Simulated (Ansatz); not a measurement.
# Reading EPR parameters

A crystal has the composition Cs2MO2, where M is a 3d element. A calculation (PBE+U, spin-orbit coupling in second variation, Ansatz) gives:

```
S                            : 1
g                            : ⊥ 2.1798, ∥ 2.0125
D, with anisotropic exchange : +18.3 cm⁻¹ (+547 GHz)
moment in its sphere         : 1.31 μB
```

Q: Name the magnetic ion and its oxidation state.

The crystal is Cs2NiO2, space group I4/mmm. The spin sits on Ni, with 2 O at 1.69 Å round it. With the usual charges of the other elements M must be +2. High-spin ions of that charge with S = 1 are d8 and d2, Ni and Ti; the sign of the g shift picks Ni²⁺ d⁸. Low-spin ions are left aside. The shift is positive: in a shell more than half full the orbital moment adds to the spin.

[Logs are printed without paths, hosts, clocks, repeated set-up lines and the standing remarks that a program may print on its own settings, such as how far it seeks lower states.]

[Hosts, paths, dates, database ids (printed as entryN), source tags and the programs' standing remarks are cut or masked in the printed files.]
